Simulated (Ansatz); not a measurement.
# What KAg (built on the sites of a database entry of CsAu) distorts into, part 2 of 3

Which phase does KAg (built on the sites of a database entry of CsAu) fall into along its unstable mode, and how much energy does it gain?

Ansatz 0.2.0; DFT PBEsol, scalar-relativistic, plane waves, PAW.

So far, highest frequency on the path or at a solved wavevector (cm⁻¹): step 2 (phonons on a q mesh) 132. Also lowest frequency on the path (cm⁻¹): step 2 -25.7.

The structure was built from a prototype and need not be the compound's stable phase.

## 6. Relaxing from the distorted cell

Starting from the lowest point found, all atoms and the cell are let go, so that strain and other modes of the same symmetry can join in.

The input, input.yaml:

```yaml
crystal:
  lattice:
    - [-3.9831655217, 0.0, 0.0]
    - [0.0, -3.9831655217, -3.9831655217]
    - [0.0, -3.9831655217, 3.9831655217]
  atoms:
    - { symbol: K, position: [0.5, 0.9687109527, 0.4687109527] }
    - { symbol: K, position: [0.5, 0.5312890473, 0.0312890473] }
    - { symbol: Ag, position: [0.0, 0.4435122646, 0.5564877354] }
    - { symbol: Ag, position: [0.0, 1.0564877354, -0.0564877354] }
kpoints:
  mp_grid: { grid: [10, 8, 8] }
hamiltonian:
  xc: pbesol
scf:
  occupations: { method: methfessel_paxton, width: 0.15 }
output:
  forces: true
  stress: true
  eigenvalues: true
  write_density: true
  write_potential: true
  elf: true
  volumetric_format: npy
relax:
  adjacent_minimum: "off"
  f_tol: 0.002
  max_steps: 120
  cell: { stress_tol: 0.03 }
```

Started as:

```bash
$ ansatz run input.yaml --threads 4 --pin off --max-ram 7168MiB --backend cpu --events-out ev --progress --plain --runs-dir out
```

Numbers of over 12 decimals in the logs are rounded to 6 here.

Output:

```text
[...]
Crystal: 4 atoms, lattice volume = 126.391 Å³
Basis set: ecut = 420 eV, 2465 PW (Γ), exchange–correlation on 54×80×80 points (8 copies of the dense FFT grid, shifted against one another)
Bands: 34, of which v1, the nominal top of the filled ones, is band 28 counted from 1 (27 counted from 0)
Symmetry: 8 space group operations
[...]
k-points: 126 of 640
[...]
SCF iter   1: F=—  HF=-18075.716383 eV  |F-HF|=—  |Δ(HF+E_count)|=         —  Δρ=3.26e-3  dr2=1.25e-2  ethr=1.77e-3  ⟨swp⟩=6.2  Hψ=16466  notcnv=0
[...]
SCF iter   7: F=-18075.714260 eV  HF=-18075.714260 eV  |F-HF|=9.57e-10  |Δ(HF+E_count)|=   4.16e-8  S|Δr|=    0.00e0  Δρ=3.83e-6  dr2=3.07e-8  ethr=1.79e-10  ⟨swp⟩=12.2  Hψ=28378  notcnv=0
SCF 1 converged in 7 iterations: F = -18075.714260 eV  dr2 = 3.07e-8
[...]
relax step   1: F+E_penalty+E_count = -18075.71426042 eV  Δ(F+E_penalty+E_count) = +0.000e0 eV  max|allowed force component| = 9.990e-2 eV/Å  Δτ_max = 0.0000 Å  P = -0.227 GPa  Ω = 126.391 Å³  (7 SCF iters, dr2 threshold 1.00e-7 eV, accepted)
Crystal: 4 atoms, lattice volume = 125.948 Å³
Basis set: ecut = 420 eV, 2457 PW (Γ), exchange–correlation on 54×80×80 points (8 copies of the dense FFT grid, shifted against one another)
[...]
SCF iter   6: F=-18075.735920 eV  HF=-18075.735920 eV  |F-HF|=1.40e-7  |Δ(HF+E_count)|=   6.16e-7  S|Δr|=    0.00e0  Δρ=1.12e-5  dr2=3.73e-7  ethr=7.14e-10  ⟨swp⟩=6.2  Hψ=27549  notcnv=0
SCF 2 converged in 6 iterations: F = -18075.735920 eV  dr2 = 3.73e-7
relax step   2: F+E_penalty+E_count = -18075.73591980 eV  Δ(F+E_penalty+E_count) = -2.166e-2 eV  max|allowed force component| = 9.591e-2 eV/Å  Δτ_max = 0.0092 Å  P = -0.128 GPa  Ω = 125.948 Å³  energy of the carried Pulay correction = +3.533e-5 eV  (6 SCF iters, dr2 threshold 4.00e-7 eV, accepted)
Crystal: 4 atoms, lattice volume = 123.785 Å³
Basis set: ecut = 420 eV, 2427 PW (Γ), exchange–correlation on 54×80×80 points (8 copies of the dense FFT grid, shifted against one another)
[...]
SCF iter   8: F=-18075.726256 eV  HF=-18075.726256 eV  |F-HF|=2.01e-8  |Δ(HF+E_count)|=   5.23e-7  S|Δr|=    0.00e0  Δρ=7.74e-6  dr2=9.02e-8  ethr=7.14e-10  ⟨swp⟩=11.9  Hψ=30493  notcnv=0
SCF 3 converged in 8 iterations: F = -18075.726256 eV  dr2 = 9.02e-8
relax step   3: F+E_penalty+E_count = -18075.72625610 eV  Δ(F+E_penalty+E_count) = +9.664e-3 eV  max|allowed force component| = 4.744e-1 eV/Å  Δτ_max = 0.1171 Å  P = +0.780 GPa  Ω = 123.785 Å³  energy of the carried Pulay correction = +2.097e-4 eV  (8 SCF iters, dr2 threshold 4.00e-7 eV, rejected (line search))
[...]
relax step   4: F+E_penalty+E_count = -18075.75888585 eV  Δ(F+E_penalty+E_count) = -2.297e-2 eV  max|allowed force component| = 5.610e-2 eV/Å  Δτ_max = 0.0359 Å  P = -0.084 GPa  Ω = 125.974 Å³  energy of the carried Pulay correction = +3.325e-5 eV  (12 SCF iters, accepted)
[...]
relax step   5: F+E_penalty+E_count = -18075.76695503 eV  Δ(F+E_penalty+E_count) = -8.069e-3 eV  max|allowed force component| = 1.305e-2 eV/Å  Δτ_max = 0.0094 Å  P = -0.016 GPa  Ω = 125.761 Å³  energy of the carried Pulay correction = +5.030e-5 eV  (6 SCF iters, dr2 threshold 4.00e-7 eV, accepted)
[...]
relax step   6: F+E_penalty+E_count = -18075.76753384 eV  Δ(F+E_penalty+E_count) = -5.788e-4 eV  max|allowed force component| = 4.751e-3 eV/Å  Δτ_max = 0.0070 Å  P = -0.009 GPa  Ω = 125.690 Å³  energy of the carried Pulay correction = +5.594e-5 eV  (7 SCF iters, dr2 threshold 1.73e-8 eV, accepted)
[...]
relax step   7: F+E_penalty+E_count = -18075.76758015 eV  Δ(F+E_penalty+E_count) = -4.631e-5 eV  max|allowed force component| = 1.023e-2 eV/Å  Δτ_max = 0.0085 Å  P = -0.013 GPa  Ω = 125.424 Å³  energy of the carried Pulay correction = +7.733e-5 eV  (8 SCF iters, dr2 threshold 2.84e-9 eV, accepted)
[...]
relax step   8: F+E_penalty+E_count = -18075.76766503 eV  Δ(F+E_penalty+E_count) = -8.487e-5 eV  max|allowed force component| = 3.551e-4 eV/Å  Δτ_max = 0.0038 Å  P = +0.002 GPa  Ω = 125.407 Å³  energy of the carried Pulay correction = +7.869e-5 eV  (7 SCF iters, dr2 threshold 6.54e-9 eV, accepted)
[...]
SCF iter   7: F=-18075.767515 eV  HF=-18075.767515 eV  |F-HF|=3.64e-12  |Δ(HF+E_count)|=  3.64e-12  S|Δr|=    0.00e0  Δρ=2.79e-8  dr2=2.26e-12  ethr=1.00e-12  ⟨swp⟩=5.1  Hψ=17528  notcnv=0
SCF 9 converged in 7 iterations: F = -18075.767515 eV  dr2 = 2.26e-12
relax step   9: F+E_penalty+E_count = -18075.76751550 eV  Δ(F+E_penalty+E_count) = +1.495e-4 eV  max|allowed force component| = 4.012e-4 eV/Å  Δτ_max = 0.0000 Å  P = +0.005 GPa  Ω = 125.407 Å³  stress off target by 5.61e-3 GPa  SCF on the basis re-selected at this cell (its energy is not comparable with the rows above)  (7 SCF iters)
basis re-selected at this cell: Δ(F+E_penalty+E_count) = +1.495e-4 eV, ΔP = +0.003 GPa vs the last step (what re-selecting the basis moved, of the pressure what is left beyond the Pulay correction that the steps carried, after the strain that the cell walked since its last selection, with what the two solves' SCF thresholds leave and, on support functions, any second-order correction that the steps lacked; it is no m [...]
SCF converged after 7 iterations
[...]
Free energy (F): -18075.767515 eV
[...]
Internal energy: -18075.766415 eV  (E = F + TS)
E sigma→0 (E₀):  -18075.767240 eV
Entropy (-TS):   -0.001101 eV (-0.275 meV/atom)
Fermi energy:    6.883991 eV
[...]
--- Forces (eV/Å), atoms counted from 1 ---
  atom   1  K      0.00000000    -0.00040121     0.00000000
  atom   2  K      0.00000000     0.00040121     0.00000000
  atom   3  Ag     0.00000000     0.00000000     0.00015492
  atom   4  Ag     0.00000000     0.00000000    -0.00015492
  max |Σ_I F_I| component: 0.00e0 eV/Å
--- Stress (GPa, compression-positive) ---
        0.003307       0.000000       0.000000
        0.000000       0.005062       0.000000
        0.000000       0.000000       0.005609
  P = ⅓ Tr σ = 0.0047 GPa (0.047 kbar)
--- Band table (eV; the first three rows and the last of 126) ---
  k-point 0: bands = [... 24 lower, 3.2227, 3.3442, 3.3483, 6.2716, 8.0721, 8.6898, 9.9511, 10.8509, ... 2 higher]
  k-point 1: bands = [... 24 lower, 3.2170, 3.3328, 3.3473, 6.0945, 8.1343, 8.5911, 10.1307, 10.7034, ... 2 higher]
  k-point 2: bands = [... 24 lower, 3.2230, 3.3329, 3.3447, 5.6279, 8.2735, 8.6189, 9.8858, 10.7480, ... 2 higher]
  k-point 125: bands = [... 24 lower, 3.2326, 3.5478, 5.7674, 6.7011, 7.9298, 8.2620, 8.7577, 9.0328, ... 2 higher]
--- Relaxed structure (8 steps of the walk, 7 accepted, 1 SCFs on fresh bases) ---
  F+E_penalty+E_count = -18075.76751550 eV   max|allowed force component| = 4.012e-4 eV/Å   (the final SCF, on the basis selected at the relaxed cell)
  cell:  # Å, volume = 125.4067 Å³
    - [-3.858171, 0.0, 0.0]
    - [0.0, -4.273565, -3.802935]
    - [0.0, -4.273565, 3.802935]
  atoms:
    - { symbol: K, position: [0.5, 0.965597, 0.465597] }
    - { symbol: K, position: [0.5, 0.534403, 0.034403] }
    - { symbol: Ag, position: [0.0, 0.435690, 0.564310] }
    - { symbol: Ag, position: [0.0, 1.064310, -0.064310] }
```

Wall time 74 s (4 threads of Arm Neoverse V2, shared host); peak memory 0.71 GiB.

The steps of the relaxation:

```tsv
step	energy less that of the first step (eV)	largest force component (eV/Å)	pressure (GPa)	volume (Å³)
1	0.0000	0.0999	-0.23	126.39
2	-0.0217	0.0959	-0.13	125.95
3	-0.0120	0.4744	0.78	123.78
4	-0.0446	0.0561	-0.08	125.97
5	-0.0527	0.0130	-0.02	125.76
6	-0.0533	0.0048	-0.01	125.69
7	-0.0533	0.0102	-0.01	125.42
8	-0.0534	0.0004	0.00	125.41
9*	-0.0533	0.0004	0.00	125.41
```

Relaxation steps marked * repeat the geometry before them on a plane-wave basis chosen anew for their cell, so energy and pressure can jump there. Relaxation step 3 was tried and not accepted.

The run keeps the 8 symmetry operations that it works with, so distortions that break them were not tested.

```tsv
conventional cell, symmetrised	before	after	change
a (Å)	7.966	7.606	-4.5 %
b (Å)	7.966	8.547	+7.3 %
c (Å)	3.983	3.858	-3.1 %
volume (Å³/atom)	31.60	31.35	-0.8 %
```

The atoms that moved most (Å, as changes of fractional coordinates times the final cell):

```tsv
atom	dx	dy	dz	length
Ag3	0.000	0.000	0.059	0.059
Ag4	0.000	0.000	-0.059	0.059
K2	0.000	-0.027	0.000	0.027
K1	0.000	0.027	0.000	0.027
```

The relaxed structure:

```cif
data_structure
_symmetry_space_group_name_H-M 'P 1'
_symmetry_Int_Tables_number 1
_cell_length_a 3.8582
_cell_length_b 5.7206
_cell_length_c 5.7206
_cell_angle_alpha 83.330
_cell_angle_beta 90.000
_cell_angle_gamma 90.000
_cell_volume 125.41
loop_
_atom_site_label
_atom_site_type_symbol
_atom_site_fract_x
_atom_site_fract_y
_atom_site_fract_z
_atom_site_occupancy
K1 K 0.50000 0.96560 0.46560 1
K2 K 0.50000 0.53440 0.03440 1
Ag3 Ag 0.00000 0.43569 0.56431 1
Ag4 Ag 0.00000 0.06431 0.93569 1
```

This step gave:

| Quantity | Value |
| --- | --- |
| pressure | 0.004659 GPa |
| volume per atom | 31.35 Å³ |

ELF in the ab plane of the conventional cell at fractional z = 0.000, with atoms of Ag within 0.2 Å of it. It is the smooth field of the valence electrons, not physical close to the nuclei.

Values, 12 rows by 16 columns, each cell a mean:
```
0.21 0.35 0.57 0.61 0.42 0.27 0.30 0.22 0.18 0.29 0.27 0.35 0.56 0.62 0.43 0.23
0.21 0.24 0.28 0.28 0.25 0.26 0.21 0.08 0.06 0.16 0.26 0.25 0.27 0.28 0.25 0.22
0.07 0.12 0.17 0.20 0.19 0.16 0.08 0.03 0.02 0.05 0.13 0.19 0.20 0.19 0.14 0.08
0.02 0.06 0.15 0.21 0.22 0.21 0.18 0.12 0.11 0.16 0.20 0.21 0.21 0.18 0.09 0.03
0.09 0.20 0.28 0.26 0.31 0.33 0.27 0.22 0.22 0.25 0.32 0.33 0.27 0.27 0.25 0.11
0.20 0.30 0.27 0.38 0.63 0.70 0.48 0.23 0.20 0.38 0.64 0.69 0.47 0.27 0.31 0.24
0.18 0.29 0.27 0.35 0.56 0.62 0.43 0.23 0.21 0.35 0.57 0.61 0.42 0.27 0.30 0.22
0.06 0.16 0.26 0.25 0.27 0.28 0.25 0.22 0.21 0.24 0.28 0.28 0.25 0.26 0.21 0.08
0.02 0.05 0.13 0.19 0.20 0.19 0.14 0.08 0.07 0.12 0.17 0.20 0.19 0.16 0.08 0.03
0.11 0.16 0.20 0.21 0.21 0.18 0.09 0.03 0.02 0.06 0.15 0.21 0.22 0.21 0.18 0.12
0.22 0.25 0.32 0.33 0.27 0.27 0.25 0.11 0.09 0.20 0.28 0.26 0.31 0.33 0.27 0.22
0.20 0.38 0.64 0.69 0.47 0.27 0.31 0.24 0.20 0.30 0.27 0.38 0.63 0.70 0.48 0.23
```
Columns run along a (7.6 Å), rows up along b (8.5 Å), edges of the conventional cell, whose origin can differ from the input's. Atoms in or near the plane, at fractional coordinates: Ag at (0.31, 0.50), Ag at (0.81, 0.00), Ag at (0.69, 0.50), Ag at (0.19, 0.00).

Electrostatic potential energy in the ab plane of the conventional cell at fractional z = 0.000, with atoms of Ag within 0.2 Å of it. With pseudopotentials it is smooth inside the atoms' cores, unlike the true potential.

Values in eV, 12 rows by 16 columns, each cell a mean:
```
  7  -8 -25 -27 -14   5   9  10  10  10   8  -7 -24 -27 -15   4
  9   7   3   2   6   9   9   9   9   9   9   8   3   2   6   9
  9   9   9  10  10  10   9   8   8   9   9  10  10  10   9   9
  8   9   9  10  10   9   9   9   9   9   9   9  10  10   9   8
  9   9   9   6  -2  -4   2   8   9   5  -3  -4   3   8   9   9
 10  10   7 -10 -28 -30 -19   2   6 -11 -29 -30 -18   3   9  10
 10  10   8  -7 -24 -27 -15   4   7  -8 -25 -27 -14   5   9  10
  9   9   9   8   3   2   6   9   9   7   3   2   6   9   9   9
  8   9   9  10  10  10   9   9   9   9   9  10  10  10   9   8
  9   9   9   9  10  10   9   8   8   9   9  10  10   9   9   9
  9   5  -3  -4   3   8   9   9   9   9   9   6  -2  -4   2   8
  6 -11 -29 -30 -18   3   9  10  10  10   7 -10 -28 -30 -19   2
```
Columns run along a (7.6 Å; values clipped at the 3rd and 97th percentile), rows up along b (8.5 Å), edges of the conventional cell, whose origin can differ from the input's. Atoms in or near the plane, at fractional coordinates: Ag at (0.31, 0.50), Ag at (0.81, 0.00), Ag at (0.69, 0.50), Ag at (0.19, 0.00).

Valence density in the ab plane of the conventional cell at fractional z = 0.000, with atoms of Ag within 0.2 Å of it. It is the smooth field of the valence electrons, not physical close to the nuclei.

Values in e/Å³, 12 rows by 16 columns, each cell a mean:
```
 0  2  8  9  3  0  0  0  0  0  0  1  7 10  3  0
 0  0  0  0  0  0  0  0  0  0  0  0  0  1  0  0
 0  0  0  0  0  0  0  0  0  0  0  0  0  0  0  0
 0  0  0  0  0  0  0  0  0  0  0  0  0  0  0  0
 0  0  0  0  1  1  0  0  0  0  1  1  0  0  0  0
 0  0  0  2 10 13  4  0  0  2 10 13  4  0  0  0
 0  0  0  1  7 10  3  0  0  2  8  9  3  0  0  0
 0  0  0  0  0  1  0  0  0  0  0  0  0  0  0  0
 0  0  0  0  0  0  0  0  0  0  0  0  0  0  0  0
 0  0  0  0  0  0  0  0  0  0  0  0  0  0  0  0
 0  0  1  1  0  0  0  0  0  0  0  0  1  1  0  0
 0  2 10 13  4  0  0  0  0  0  0  2 10 13  4  0
```
Columns run along a (7.6 Å), rows up along b (8.5 Å), edges of the conventional cell, whose origin can differ from the input's. Atoms in or near the plane, at fractional coordinates: Ag at (0.31, 0.50), Ag at (0.81, 0.00), Ag at (0.69, 0.50), Ag at (0.19, 0.00).

The distorted start has space group Cmmm; the relaxation ends in Cmmm.

## 7. The new phase in its own primitive cell

The relaxed structure is symmetrised, reduced to its primitive cell and relaxed tightly, as its phonons need.

The input, input.yaml:

```yaml
crystal:
  lattice:
    - [3.802935472, -4.2735654465, 0.0]
    - [3.802935472, 4.2735654465, 0.0]
    - [0.0, 0.0, 3.8581710964]
  atoms:
    - { symbol: K, position: [0.7155968298, 0.2844031702, 0.5] }
    - { symbol: K, position: [0.2844031702, 0.7155968298, 0.5] }
    - { symbol: Ag, position: [0.8143103867, 0.8143103867, 0.0] }
    - { symbol: Ag, position: [0.1856896133, 0.1856896133, 0.0] }
kpoints:
  mp_grid: { grid: [8, 8, 10] }
hamiltonian:
  xc: pbesol
scf:
  occupations: { method: methfessel_paxton, width: 0.15 }
output:
  forces: true
  stress: true
  eigenvalues: true
relax:
  adjacent_minimum: "off"
  f_tol: 0.001
  max_steps: 60
  cell: { stress_tol: 0.01 }
```

Output:

```text
[...]
Crystal: 4 atoms, lattice volume = 125.407 Å³
Basis set: ecut = 420 eV, 2467 PW (Γ), exchange–correlation on 80×80×54 points (8 copies of the dense FFT grid, shifted against one another)
Bands: 34, of which v1, the nominal top of the filled ones, is band 28 counted from 1 (27 counted from 0)
Symmetry: 8 space group operations
[...]
k-points: 126 of 640
[...]
cell:  # Å, volume = 125.4067 Å³
    - [3.802935472, -4.2735654465, 0.0]
    - [3.802935472, 4.2735654465, 0.0]
    - [0.0, 0.0, 3.8581710964]
  atoms:
    - { symbol: K, position: [0.7155968298, 0.2844031702, 0.500000] }
    - { symbol: K, position: [0.2844031702, 0.7155968298, 0.500000] }
    - { symbol: Ag, position: [0.814310, 0.814310, 0.0] }
    - { symbol: Ag, position: [0.185690, 0.185690, 0.0] }
[key lines of the parts left out:]
SCF converged after 7 iterations
Free energy (F): -18075.767515 eV
Fermi energy:    6.883991 eV
P = ⅓ Tr σ = 0.0047 GPa (0.047 kbar)
```

Run time: 15 s. Hardware: 4 threads; peak memory 0.69 GiB.

(Continued in part 3 of 3.)

[Logs are printed without paths, hosts, clocks, repeated set-up lines and the standing remarks that a program may print on its own settings, such as how far it seeks lower states.]

[Hosts, paths, dates, database ids (printed as entryN), source tags and the programs' standing remarks are cut or masked in the printed files.]
